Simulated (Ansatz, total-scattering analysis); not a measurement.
**Al80Cu20: neutron diffraction with isotope substitution**

Two samples of Al80Cu20 (Al 80.0, Cu 20.0 atom %; 1000 K, fixed volume (mean pressure -0.8 GPa); ρ₀ = 0.0580 Å⁻³) differ only in the isotope of Cu: 65Cu (b = 10.204 fm) and 63Cu (b = 6.477 fm). Other lengths: Al 3.449 fm. The data are simulated by ab initio molecular dynamics with Ansatz (PBE, plane waves, PAW set soft_1, Langevin thermostat, no spin, fixed volume). The average runs over 1.57 ps of 65 atoms, so shells between rare elements are rough. Mean temperature 915 K, largest m.s.d. 3.79 Å², energy drift +1 meV an atom (last third less first, no steady trend), Langevin friction 2 ps⁻¹; the first quarter of the run is discarded. Preparation: last frame of a classical run of this cell, a melt, rescaled to the set density, then 0.5 ps at 1100 K with a cheaper basis and a friction of 10 ps⁻¹ (mean temperature of the first stage 1140 K), too short to forget the start in full. It is a liquid. The partials come from the cell's reciprocal vectors below 4 Å⁻¹ and from g(r) above; absorption, incoherent and inelastic scattering are left out. F(Q) = Σ ci cj bi bj (Sij − 1), in barn per steradian and atom:

```tsv
Q (Å⁻¹)	65Cu	63Cu	difference
0.9	-0.187	-0.143	-0.043
1.2	-0.207	-0.149	-0.058
1.5	-0.189	-0.144	-0.046
1.8	-0.168	-0.134	-0.034
2.1	-0.172	-0.119	-0.053
2.4	-0.024	0.005	-0.029
2.7	0.197	0.160	0.037
3.0	0.189	0.123	0.067
3.3	0.050	0.021	0.029
3.6	-0.062	-0.052	-0.009
3.9	-0.094	-0.068	-0.026
4.2	-0.068	-0.044	-0.024
4.5	-0.024	-0.009	-0.015
4.8	0.016	0.020	-0.003
5.1	0.043	0.033	0.010
5.4	0.046	0.028	0.018
5.7	0.025	0.011	0.014
6.0	-0.005	-0.008	0.003
6.3	-0.028	-0.020	-0.007
6.6	-0.029	-0.018	-0.011
6.9	-0.014	-0.006	-0.008
7.2	0.003	0.005	-0.002
7.5	0.011	0.009	0.002
7.8	0.013	0.008	0.005
8.1	0.012	0.005	0.006
8.4	0.006	0.001	0.005
8.7	-0.004	-0.004	0.000
9.0	-0.011	-0.007	-0.005
9.3	-0.010	-0.005	-0.005
9.6	-0.002	0.000	-0.002
9.9	0.003	0.003	0.001
10.2	0.005	0.003	0.002
10.5	0.004	0.002	0.002
10.8	0.003	0.001	0.002
```

The first difference in real space, ΔG(r), in barn (from the pair functions, so without the broadening of a finite Q range):

```csv
r (Å),first difference G(r)
1.94,-0.064
2.02,-0.064
2.10,-0.064
2.18,-0.052
2.26,-0.023
2.34,0.036
2.42,0.101
2.50,0.123
2.58,0.138
2.66,0.117
2.74,0.063
2.82,0.026
2.90,0.006
2.98,-0.002
3.06,-0.017
3.14,-0.027
3.22,-0.027
3.30,-0.037
3.38,-0.031
3.46,-0.030
3.54,-0.033
3.62,-0.029
3.70,-0.031
3.78,-0.023
3.86,-0.013
3.94,-0.013
4.02,-0.005
4.10,-0.003
4.18,-0.007
4.26,-0.002
4.34,0.009
4.42,0.015
4.50,0.019
4.58,0.019
4.66,0.022
4.74,0.026
4.82,0.022
4.90,0.016
4.98,0.011
5.06,0.004
5.14,0.007
```

**Question.** Which pairs survive in the difference, and what is the first shell of Cu?

Pairs without Cu cancel. ΔG(r) = Σ W [g(r) − 1] with W = 2 c(Cu) c(j) b(j) Δb, and c(Cu)² (b₁² − b₂²) for Cu–Cu: Cu–Al 0.0411, Cu–Cu 0.0249 barn. At small r, ΔG → −ΣW = -0.066; in this finite cell the Cu–Cu term carries (N − 1)/N with N = 13 atoms of Cu, which gives -0.064.

The first feature holds Al–Cu (2.55 Å, 9.3 neighbours by the coordinates) and Cu–Cu (2.56 Å, 1.1 neighbours by the coordinates) together, so its area gives only their weighted sum.

Shells of Cu from the coordinates: Al–Cu at 2.55 Å, 9.3 neighbours to 3.62 Å, a soft count; Cu–Cu at 2.56 Å, 1.1 neighbours to 3.24 Å (first peaks with a usable minimum only).

[Logs are printed without paths, hosts, clocks, repeated set-up lines and the standing remarks that a program may print on its own settings, such as how far it seeks lower states.]
